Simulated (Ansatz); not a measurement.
# Rh(111) with 4 thermally displaced layers, 2x2: scattering by thermal displacements, part 2 of 2

Wanted: the phonon-limited resistivity of Rh at 800 K by the Landauer route.

Ansatz 0.2.0; Ansatz plane-wave DFT, PBE, PAW files; ballistic transport by layer matching (Landauer), zero bias; PAW set soft_1.

So far. Step 2 (With 4 displaced layers): Over the solved energies the transmission per spin lies between 5.68 and 5.94, out of 6.96 channels of the lead on average (up to 7.08).

## Step 3: With 8 displaced layers

Each atom of 8 layers is moved at random, by amounts drawn from a normal law 0.0704 Å wide in each direction from the Debye model (480 K) at 800 K. A fresh draw is used; the growth of the resistance with length is what counts.

System of this step: Rh(111) with 8 thermally displaced layers, 2x2. The cell holds 56 atoms: 56 Rh. Cell: a = 5.378 Å, b = 5.378 Å, c = 30.779 Å, α = 87.5°, β = 92.5°, γ = 120.0°. It derives from Rh. Regions: lead, 24 atoms (24 Rh); scattering region, 32 atoms (32 Rh). The structure is stacked along c, and the current runs across the ab planes.

Input file input.yaml:

```yaml
crystal:
  lattice:
    - [5.3783955991, 0.0, 0.0]
    - [-2.6891977995, 4.6578272204, 0.0]
    - [-1.3445988998, 0.7763045367, 30.7400913226]
  atoms:
    - { symbol: Rh, position: [0.005952381, 0.994047619, 0.0357142857] }
    - { symbol: Rh, position: [0.005952381, 0.494047619, 0.0357142857] }
    - { symbol: Rh, position: [0.505952381, 0.994047619, 0.0357142857] }
    - { symbol: Rh, position: [0.505952381, 0.494047619, 0.0357142857] }
    - { symbol: Rh, position: [0.1845238095, 0.3154761905, 0.1071428571] }
    - { symbol: Rh, position: [0.1845238095, 0.8154761905, 0.1071428571] }
    - { symbol: Rh, position: [0.6845238095, 0.3154761905, 0.1071428571] }
    - { symbol: Rh, position: [0.6845238095, 0.8154761905, 0.1071428571] }
    - { symbol: Rh, position: [0.3630952381, 0.1369047619, 0.1785714286] }
    - { symbol: Rh, position: [0.3630952381, 0.6369047619, 0.1785714286] }
    - { symbol: Rh, position: [0.8630952381, 0.1369047619, 0.1785714286] }
    - { symbol: Rh, position: [0.8630952381, 0.6369047619, 0.1785714286] }
    - { symbol: Rh, position: [0.0753343264, 0.9780799853, 0.2508187157] }
    - { symbol: Rh, position: [0.0260625609, 0.4580153402, 0.2515039055] }
    - { symbol: Rh, position: [0.5279486031, 0.9641430713, 0.2509847663] }
    - { symbol: Rh, position: [0.5415762727, 0.440683255, 0.2484841186] }
    - { symbol: Rh, position: [0.2063446166, 0.2614115106, 0.325413255] }
    - { symbol: Rh, position: [0.2161330281, 0.7848343357, 0.3208362127] }
    - { symbol: Rh, position: [0.7511943691, 0.299482671, 0.3228795065] }
    - { symbol: Rh, position: [0.692040856, 0.7802874923, 0.3229948147] }
    - { symbol: Rh, position: [0.4079794542, 0.0911526474, 0.3970311528] }
    - { symbol: Rh, position: [0.3768766793, 0.5908317939, 0.3949992305] }
    - { symbol: Rh, position: [0.9146609235, 0.1313927478, 0.3932890178] }
    - { symbol: Rh, position: [0.8872480022, 0.5958986932, 0.3903574577] }
    - { symbol: Rh, position: [0.0656391882, 0.9319283664, 0.4656170956] }
    - { symbol: Rh, position: [0.0892716882, 0.4105652097, 0.4681552573] }
    - { symbol: Rh, position: [0.585354576, 0.9465878306, 0.4632942537] }
    - { symbol: Rh, position: [0.5700330028, 0.4260017397, 0.4666486498] }
    - { symbol: Rh, position: [0.2531221432, 0.2357070818, 0.5326417119] }
    - { symbol: Rh, position: [0.2417795423, 0.7512698148, 0.5379815998] }
    - { symbol: Rh, position: [0.7460128517, 0.2274709161, 0.5377143208] }
    - { symbol: Rh, position: [0.7340342402, 0.7330296021, 0.5371369633] }
    - { symbol: Rh, position: [0.4077603404, 0.0715398056, 0.6058103876] }
    - { symbol: Rh, position: [0.435459563, 0.5642544862, 0.607605877] }
    - { symbol: Rh, position: [0.9384225692, 0.053467819, 0.6103981569] }
    - { symbol: Rh, position: [0.9508538719, 0.5777878565, 0.6098114211] }
    - { symbol: Rh, position: [0.1298171938, 0.8996375574, 0.6787446045] }
    - { symbol: Rh, position: [0.0930991283, 0.3851568208, 0.6768085626] }
    - { symbol: Rh, position: [0.5962033084, 0.8910293994, 0.6772689498] }
    - { symbol: Rh, position: [0.5918294215, 0.3710331031, 0.67918634] }
    - { symbol: Rh, position: [0.3063547576, 0.2283329317, 0.7499681232] }
    - { symbol: Rh, position: [0.3163475625, 0.7290950807, 0.7526348918] }
    - { symbol: Rh, position: [0.7701145571, 0.2267801784, 0.7507780288] }
    - { symbol: Rh, position: [0.8001677474, 0.7137997932, 0.7508768508] }
    - { symbol: Rh, position: [0.4702380952, 0.0297619048, 0.8214285714] }
    - { symbol: Rh, position: [0.4702380952, 0.5297619048, 0.8214285714] }
    - { symbol: Rh, position: [0.9702380952, 0.0297619048, 0.8214285714] }
    - { symbol: Rh, position: [0.9702380952, 0.5297619048, 0.8214285714] }
    - { symbol: Rh, position: [0.1488095238, 0.8511904762, 0.8928571429] }
    - { symbol: Rh, position: [0.1488095238, 0.3511904762, 0.8928571429] }
    - { symbol: Rh, position: [0.6488095238, 0.8511904762, 0.8928571429] }
    - { symbol: Rh, position: [0.6488095238, 0.3511904762, 0.8928571429] }
    - { symbol: Rh, position: [0.3273809524, 0.1726190476, 0.9642857143] }
    - { symbol: Rh, position: [0.3273809524, 0.6726190476, 0.9642857143] }
    - { symbol: Rh, position: [0.8273809524, 0.1726190476, 0.9642857143] }
    - { symbol: Rh, position: [0.8273809524, 0.6726190476, 0.9642857143] }
kpoints:
  mp_grid: { grid: [5, 5, 1] }
hamiltonian:
  xc: pbe
  pseudopotentials: { kind: paw, azcp: { folder: soft_1 } }
scf:
  occupations: { method: fermi_dirac, width: 0.1 }
output:
  transmission:
    leads: [[0, 4]]
    kmesh: [10, 10]
    e_range: [-0.05, 0.05]
    de: 0.05
  write_potential: true
  write_density: true
  volumetric_format: npy
```

Started as:

```
ansatz run input.yaml --threads 4 --pin off --max-ram 15360MiB --backend cpu --events-out ev --progress --plain --runs-dir out
```

Numbers of over 12 decimals in the logs are rounded to 6 here.

Output:

```text
[...]
Crystal: 56 atoms, lattice volume = 770.090 Å³
Basis set: ecut = 420 eV, 14937 PW (Γ)
Bands: 572, of which v1, the nominal top of the filled ones, is band 476 counted from 1 (475 counted from 0)
Symmetry: 1 space group operations
[...]
k-points: 13 of 25 (time reversal used)
[...]
SCF iter   1: F=—  HF=-358588.122200 eV  |F-HF|=—  |Δ(HF+E_count)|=         —  Δρ=1.09e-1  dr2=8.53e1  ethr=3.10e-3  ⟨swp⟩=4.5  Hψ=20964  notcnv=0  defer=97
[...]
SCF iter   9: F=-358562.508202 eV  HF=-358562.508202 eV  |F-HF|=4.73e-8  |Δ(HF+E_count)|=   2.26e-8  Δρ=2.98e-6  dr2=7.34e-8  ethr=1.05e-11  ⟨swp⟩=7.8  Hψ=24847  notcnv=0
SCF 1 converged in 9 iterations: F = -358562.508202 eV  dr2 = 7.34e-8
[...]
transmission: 292 of 2912 steps passed
transmission: 584 of 2912 steps passed
[...]
transmission: 2912 of 2912 steps passed
SCF converged after 9 iterations
Free energy (F): -358562.508202 eV
[...]
Internal energy: -358559.961698 eV  (E = F + TS)
E sigma→0 (E₀):  -358561.234950 eV
Entropy (-TS):   -2.546504 eV (-45.473 meV/atom)
Fermi energy:    22.431580 eV
[...]
--- Band table (eV; the first three rows and the last of 13) ---
  k-point 0: bands = [... 472 lower, 22.9598, 22.9654, 22.9694, 22.9770, 22.9869, 22.9888, 22.9968, 23.0021, ... 92 higher]
  k-point 1: bands = [... 472 lower, 22.6283, 22.6431, 22.6639, 22.6668, 22.6811, 22.6964, 22.7114, 22.7200, ... 92 higher]
  k-point 2: bands = [... 472 lower, 21.9427, 21.9544, 21.9970, 22.0537, 22.0774, 22.1246, 22.1519, 22.1806, ... 92 higher]
  k-point 12: bands = [... 472 lower, 22.3810, 22.3864, 22.4048, 22.4229, 22.4490, 22.4700, 22.4810, 22.4951, ... 92 higher]
--- Transmission ---
  basis      : 211 plane waves across, 56 finite elements along
  points     : 52, standing for a mesh of 10 x 10
[...]
channels       : 7.200000e0 a spin
[...]
junction   : crystal 0 to crystal 0, 0.70 to 29.24 Å
    transmission   : 4.837654e0 a spin
[...]
```

It took 13 min on 4 threads of Arm Neoverse V1, shared host; peak memory 8.6 GiB; 52 min of CPU time.

Numbers from this step:

- free energy: -358562.5082 eV
- energy at zero smearing: -358561.2350 eV
- Fermi energy: 22.43 eV
- transmission per spin nearest the Fermi level: 4.838
- open channels per spin nearest the Fermi level: 7.2
- step of the lead's potential: 4.5 meV

Per spin. Transmission, zone mean against energy, zero at the Fermi level:

```tsv
energy (eV)	transmission, zone mean
-0.0500	4.62
0.0000	4.84
0.0500	4.85
```

Over the solved energies the transmission per spin lies between 4.62 and 4.85, out of 7 channels of the lead on average (up to 7.2).

## Step 4: With 12 displaced layers

Each atom of 12 layers is moved at random, by amounts drawn from a normal law 0.0704 Å wide in each direction from the Debye model (480 K) at 800 K. A fresh draw is used; the growth of the resistance with length is what counts.

System of this step: Rh(111) with 12 thermally displaced layers, 2x2. The cell holds 72 atoms: 72 Rh. Cell: a = 5.378 Å, b = 5.378 Å, c = 39.523 Å, α = 90.0°, β = 90.0°, γ = 120.0°. It derives from Rh. Regions: lead, 24 atoms (24 Rh); scattering region, 48 atoms (48 Rh). The structure is stacked along c, and the current runs across the ab planes.

Input file input.yaml:

```yaml
crystal:
  lattice:
    - [5.3783955991, 0.0, 0.0]
    - [-2.6891977995, 4.6578272204, 0.0]
    - [0.0, 0.0, 39.5229745576]
  atoms:
    - { symbol: Rh, position: [0.0, 0.0, 0.0277777778] }
    - { symbol: Rh, position: [0.0, 0.5, 0.0277777778] }
    - { symbol: Rh, position: [0.5, 0.0, 0.0277777778] }
    - { symbol: Rh, position: [0.5, 0.5, 0.0277777778] }
    - { symbol: Rh, position: [0.1666666667, 0.3333333333, 0.0833333333] }
    - { symbol: Rh, position: [0.1666666667, 0.8333333333, 0.0833333333] }
    - { symbol: Rh, position: [0.6666666667, 0.3333333333, 0.0833333333] }
    - { symbol: Rh, position: [0.6666666667, 0.8333333333, 0.0833333333] }
    - { symbol: Rh, position: [0.3333333333, 0.1666666667, 0.1388888889] }
    - { symbol: Rh, position: [0.3333333333, 0.6666666667, 0.1388888889] }
    - { symbol: Rh, position: [0.8333333333, 0.1666666667, 0.1388888889] }
    - { symbol: Rh, position: [0.8333333333, 0.6666666667, 0.1388888889] }
    - { symbol: Rh, position: [0.0014690289, 0.9945735758, 0.1910561187] }
    - { symbol: Rh, position: [0.9924981017, 0.4878483472, 0.1963690751] }
    - { symbol: Rh, position: [0.4968500775, 0.0012620671, 0.1929306201] }
    - { symbol: Rh, position: [0.4932269949, 0.4998256312, 0.1917978092] }
    - { symbol: Rh, position: [0.1698018234, 0.3317296228, 0.2478872894] }
    - { symbol: Rh, position: [0.1391439005, 0.8410901883, 0.249469766] }
    - { symbol: Rh, position: [0.6579418011, 0.3297629024, 0.2532365892] }
    - { symbol: Rh, position: [0.6666693991, 0.8346429333, 0.2473503398] }
    - { symbol: Rh, position: [0.3618384886, 0.1805382029, 0.3074566156] }
    - { symbol: Rh, position: [0.3408870044, 0.6805256058, 0.3062165071] }
    - { symbol: Rh, position: [0.8402116014, 0.1643656555, 0.3029293882] }
    - { symbol: Rh, position: [0.8321772437, 0.6374119372, 0.3051280374] }
    - { symbol: Rh, position: [0.9894385693, 0.9842329573, 0.3622035713] }
    - { symbol: Rh, position: [0.9940744742, 0.4933949709, 0.3620373629] }
    - { symbol: Rh, position: [0.5042599468, 0.0210000418, 0.3617373323] }
    - { symbol: Rh, position: [0.479091626, 0.4706045828, 0.358780962] }
    - { symbol: Rh, position: [0.1805145122, 0.3325682486, 0.4161621956] }
    - { symbol: Rh, position: [0.1784863231, 0.8139409099, 0.4156231441] }
    - { symbol: Rh, position: [0.6649112814, 0.3421981893, 0.4154843824] }
    - { symbol: Rh, position: [0.6465007397, 0.8090650177, 0.4179662184] }
    - { symbol: Rh, position: [0.3402873168, 0.1594643082, 0.4725132606] }
    - { symbol: Rh, position: [0.3128414275, 0.6595333054, 0.4746774494] }
    - { symbol: Rh, position: [0.8525757572, 0.2015971414, 0.4708196055] }
    - { symbol: Rh, position: [0.8394533407, 0.6637108065, 0.4732303941] }
    - { symbol: Rh, position: [0.9956631903, 0.9915152241, 0.5262318619] }
    - { symbol: Rh, position: [0.0395603732, 0.4988306171, 0.5241845003] }
    - { symbol: Rh, position: [0.4966332208, 0.0102513088, 0.5268868649] }
    - { symbol: Rh, position: [0.5253906127, 0.5151552982, 0.5275063414] }
    - { symbol: Rh, position: [0.1528879081, 0.3181417081, 0.5820861359] }
    - { symbol: Rh, position: [0.1564827668, 0.8515426473, 0.5861676373] }
    - { symbol: Rh, position: [0.6412865034, 0.3154674228, 0.5801822064] }
    - { symbol: Rh, position: [0.6305640558, 0.7863685074, 0.5812980255] }
    - { symbol: Rh, position: [0.34770134, 0.1614404304, 0.6404115835] }
    - { symbol: Rh, position: [0.3402408292, 0.6932862635, 0.6392438547] }
    - { symbol: Rh, position: [0.8476266959, 0.205256864, 0.6383107463] }
    - { symbol: Rh, position: [0.8188696228, 0.6697193518, 0.6388196928] }
    - { symbol: Rh, position: [0.0069947807, 0.9860657811, 0.6958782857] }
    - { symbol: Rh, position: [0.0061180428, 0.4899052101, 0.6947353119] }
    - { symbol: Rh, position: [0.5068557543, 0.0354663628, 0.6931898115] }
    - { symbol: Rh, position: [0.4860104596, 0.4838855538, 0.693827727] }
    - { symbol: Rh, position: [0.1723938459, 0.3449415669, 0.7489122375] }
    - { symbol: Rh, position: [0.1535262619, 0.8119173759, 0.7485257382] }
    - { symbol: Rh, position: [0.7106210524, 0.3490759293, 0.7486076619] }
    - { symbol: Rh, position: [0.6417805568, 0.8185834589, 0.7499613513] }
    - { symbol: Rh, position: [0.3281610323, 0.15541265, 0.8032631426] }
    - { symbol: Rh, position: [0.3553717306, 0.6734957164, 0.8048881518] }
    - { symbol: Rh, position: [0.8264411164, 0.1586606752, 0.8003241222] }
    - { symbol: Rh, position: [0.826754947, 0.6504810644, 0.8037689769] }
    - { symbol: Rh, position: [0.0, 0.0, 0.8611111111] }
    - { symbol: Rh, position: [0.0, 0.5, 0.8611111111] }
    - { symbol: Rh, position: [0.5, 0.0, 0.8611111111] }
    - { symbol: Rh, position: [0.5, 0.5, 0.8611111111] }
    - { symbol: Rh, position: [0.1666666667, 0.3333333333, 0.9166666667] }
    - { symbol: Rh, position: [0.1666666667, 0.8333333333, 0.9166666667] }
    - { symbol: Rh, position: [0.6666666667, 0.3333333333, 0.9166666667] }
    - { symbol: Rh, position: [0.6666666667, 0.8333333333, 0.9166666667] }
    - { symbol: Rh, position: [0.3333333333, 0.1666666667, 0.9722222222] }
    - { symbol: Rh, position: [0.3333333333, 0.6666666667, 0.9722222222] }
    - { symbol: Rh, position: [0.8333333333, 0.1666666667, 0.9722222222] }
    - { symbol: Rh, position: [0.8333333333, 0.6666666667, 0.9722222222] }
kpoints:
  mp_grid: { grid: [5, 5, 1] }
hamiltonian:
  xc: pbe
  pseudopotentials: { kind: paw, azcp: { folder: soft_1 } }
scf:
  occupations: { method: fermi_dirac, width: 0.1 }
output:
  transmission:
    leads: [[0, 4]]
    kmesh: [10, 10]
    e_range: [-0.05, 0.05]
    de: 0.05
  write_potential: true
  write_density: true
  volumetric_format: npy
```

Output:

```text
[...]
Crystal: 72 atoms, lattice volume = 990.115 Å³
Basis set: ecut = 420 eV, 19231 PW (Γ)
Bands: 735, of which v1, the nominal top of the filled ones, is band 612 counted from 1 (611 counted from 0)
Symmetry: 1 space group operations
[...]
k-points: 13 of 25 (time reversal used)
[...]
SCF iter   1: F=—  HF=-461040.314024 eV  |F-HF|=—  |Δ(HF+E_count)|=         —  Δρ=1.09e-1  dr2=1.09e2  ethr=3.10e-3  ⟨swp⟩=4.5  Hψ=26938  notcnv=0  defer=114
[...]
SCF iter  10: F=-461007.656821 eV  HF=-461007.656821 eV  |F-HF|=7.28e-9  |Δ(HF+E_count)|=   9.08e-9  Δρ=5.76e-7  dr2=8.50e-9  ethr=8.17e-12  ⟨swp⟩=7.9  Hψ=24132  notcnv=0
SCF 1 converged in 10 iterations: F = -461007.656821 eV  dr2 = 8.50e-9
[...]
transmission: 371 of 3692 steps passed
transmission: 741 of 3692 steps passed
[...]
transmission: 3692 of 3692 steps passed
SCF converged after 10 iterations
Free energy (F): -461007.656821 eV
[...]
Internal energy: -461004.417688 eV  (E = F + TS)
E sigma→0 (E₀):  -461006.037255 eV
Entropy (-TS):   -3.239133 eV (-44.988 meV/atom)
Fermi energy:    22.437650 eV
[...]
--- Band table (eV; the first three rows and the last of 13) ---
  k-point 0: bands = [... 608 lower, 22.9536, 22.9588, 22.9638, 22.9669, 22.9730, 22.9757, 22.9826, 22.9848, ... 119 higher]
  k-point 1: bands = [... 608 lower, 22.6416, 22.6483, 22.6516, 22.6733, 22.6798, 22.6948, 22.7050, 22.7091, ... 119 higher]
  k-point 2: bands = [... 608 lower, 21.9712, 22.0154, 22.0262, 22.0430, 22.0743, 22.0906, 22.1242, 22.1497, ... 119 higher]
  k-point 12: bands = [... 608 lower, 22.4016, 22.4136, 22.4258, 22.4425, 22.4536, 22.4745, 22.4855, 22.4964, ... 119 higher]
--- Transmission ---
  basis      : 211 plane waves across, 71 finite elements along
  points     : 52, standing for a mesh of 10 x 10
[...]
channels       : 7.200000e0 a spin
[...]
junction   : crystal 0 to crystal 0, 0.70 to 38.03 Å
    transmission   : 3.918747e0 a spin
[...]
```

Wall time 24 min (4 threads); peak memory 7.4 GiB; 88 min of CPU time.

This step gave:

- free energy: -461007.6568 eV
- energy at zero smearing: -461006.0373 eV
- Fermi energy: 22.44 eV
- transmission per spin nearest the Fermi level: 3.919
- step of the lead's potential: 7.5 meV

Per spin. Transmission, zone mean against energy, zero at the Fermi level:

```tsv
energy (eV)	transmission, zone mean
-0.0500	3.72
0.0000	3.92
0.0500	4.02
```

Over the solved energies the transmission per spin lies between 3.72 and 4.02, out of 7 channels of the lead on average (up to 7.2).

## Step 5: The fit

This step: Ansatz plane-wave DFT, PBE, PAW files; ballistic transport by layer matching (Landauer), zero bias; resistivity from the slope of the area resistance; PAW set soft_1 (Ansatz 0.2.0).

Numbers from this step:

| Property | Result |
| --- | --- |
| resistivity | 16.05 µΩ cm |
| intercept | -0.05709 fΩ m² |
| scatter about the fit | 0.006278 fΩ m² |

Resistance, by row:

```tsv
run	length (Å)	T	channels N	RA (fΩ m²)
n4	8.783	5.848	6.96	0.08833
n8	17.57	4.77	7	0.216
n12	26.35	3.885	7	0.3703
```

Table of area resistance by length of the displaced region:

```tsv
length of the displaced region (Å)	area resistance (fΩ m²)
8.78	0.0883
17.57	0.216
26.35	0.370
```

The area resistance goes from 0.088 to 0.37 fΩ m² between 8.8 and 26.3 Å, a slope of 16 µΩ cm.

By hand from the end points: (0.3703 − 0.08833) fΩ m² / (26.35 − 8.78) Å = 16 µΩ cm, since 1 fΩ m² per Å is 1000 µΩ cm.

## Step 6: Outcome

```
resistivity from the slope  : 16.1 µΩ cm
area resistance over 8.78 Å : 0.0883 fΩ m²
area resistance over 17.6 Å : 0.216 fΩ m²
area resistance over 26.3 Å : 0.370 fΩ m²
```

What this shows: The slope gives 16 µΩ cm. The points scatter by 0.0063 fΩ m² about the line, with one random draw a length in a 2x2 cell, so the slope is a rough value. The mean square of the displacements drawn is 0.78, 0.99 and 1.2 of the nominal one at the three lengths; with each resistance scaled back by that, the slope is 11 µΩ cm, the value used below. Read with a model of isotropic scattering on a spherical Fermi surface and the lead's 2.2×10¹⁵ S/m², this slope means a mean free path near 32 Å; over these lengths the model's slope is 1.05 times its bulk resistivity, which would be 11 µΩ cm. Uncorrelated displacements put too much weight on short waves, which scatter strongly; with the sideways repeat of a small cell, one draw and three short lengths, the method is good to a factor of two or three.

[Logs are printed without paths, hosts, clocks, repeated set-up lines and the standing remarks that a program may print on its own settings, such as how far it seeks lower states.]

[Hosts, paths, dates, database ids (printed as entryN), source tags and the programs' standing remarks are cut or masked in the printed files.]
